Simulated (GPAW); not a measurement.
Consider zinc-blende (ZnS)1-x(ZnSe)x, x = 0.875.

```xyz
16
Lattice="0.0000 5.6357 5.6357 5.6357 0.0000 5.6357 5.6357 5.6357 0.0000" Properties=species:S:1:pos:R:3 pbc="T T T"
Zn   11.2616   11.2680   11.2641
Se    1.4082    1.4055    1.4038
Zn    8.4485    8.4506   11.2593
Se    4.2194    4.2203    1.4049
Zn    2.8188    0.0122    2.8292
Se    4.2248    1.4257    4.2322
Zn    5.6752    8.4023    8.3939
Se    7.0382    4.2195    4.2112
Zn    0.0064    2.8173    2.8173
Se    1.4153    4.2282    4.2293
Zn    8.4167    5.6716    8.4137
Se    4.2301    7.0388    4.2225
Zn    8.4114    8.4228    5.6924
Se    4.2264    4.2310    7.0538
Zn    5.6713    5.6588    5.6646
S     7.0438    7.0319    7.0367
```

Absorber: atom 1, with 4 Se at 2.44 Å (tetrahedral). Method: GPAW, LDA, excited-electron core hole (neutral cell), 16-atom cell with 8.0 Å between holes, 4×4×4 k points, dipole transitions, Gaussian full width 1.67 eV up to 4 eV, rising linearly to 3.5 eV at 25 eV.

Q: Where do the maxima of the Zn K edge fall?

Main maxima up to 28 eV above the zero (height): 5.0 eV (2.08), 8.8 eV (1.02), 12.8 eV (1.28) and 18.4 eV (0.83). A K edge sees empty p states on the absorber. The total-energy difference is 9673.10 eV. One term is added: -30.82 eV, since the hole is spin-paired here and a spin-polarised one costs that much less in the free atom (computed apart). The photon energy is then 9642.28 eV. The tabulated edge of the element is 9659 eV. The functional leaves an error in such absolute values: in the free atom LDA prices this hole 19.1 eV below PBE (computed apart), and PBE is itself good to a few eV.

The Zn K spectrum (energy from the bottom of the conduction band, which holds the excited electron; intensity scaled to a mean of 1 over the first 20 eV):

```tsv
E (eV)	intensity
-2.0	0.00
-1.5	0.00
-1.0	0.00
-0.5	0.00
0.0	0.02
0.5	0.06
1.0	0.16
1.5	0.34
2.0	0.59
2.5	0.84
3.0	1.04
3.5	1.22
4.0	1.50
4.5	1.86
5.0	2.08
5.5	1.97
6.0	1.61
6.5	1.22
7.0	0.98
7.5	0.92
8.0	0.96
8.5	1.01
9.0	1.01
9.5	0.95
10.0	0.89
10.5	0.87
11.0	0.93
11.5	1.05
12.0	1.18
12.5	1.27
13.0	1.28
13.5	1.23
14.0	1.14
14.5	1.04
15.0	0.95
15.5	0.86
16.0	0.79
16.5	0.76
17.0	0.76
17.5	0.78
18.0	0.82
18.5	0.83
19.0	0.81
19.5	0.77
20.0	0.73
20.5	0.71
21.0	0.72
21.5	0.74
22.0	0.78
22.5	0.81
23.0	0.83
23.5	0.83
24.0	0.83
24.5	0.83
25.0	0.84
25.5	0.85
26.0	0.87
26.5	0.89
27.0	0.90
27.5	0.91
28.0	0.91
28.5	0.91
29.0	0.90
```

The script folds with a Gaussian, whereas the core hole's own line is a Lorentzian, so the onset is too steep and the first peak too high. Lifetime broadening is put in by hand, and intensities beyond about 20 eV depend on it and on the partial waves.

[Banner, clock and machine lines of the logs are left out without a mark of their own.]

[Logs are printed without paths, hosts, clocks, repeated set-up lines and the standing remarks that a program may print on its own settings, such as how far it seeks lower states.]

[Hosts, paths, dates, database ids (printed as entryN), source tags and the programs' standing remarks are cut or masked in the printed files.]

[Lists of maxima count a maximum above −3 eV only where it reaches 4 % of the highest in the window and stands out from its surroundings by 2 % of it (1.5 % where it reaches 55 %); shoulders and weaker maxima are passed over, and of the rest the first, up to two pre-edge ones and the few strongest are named.]
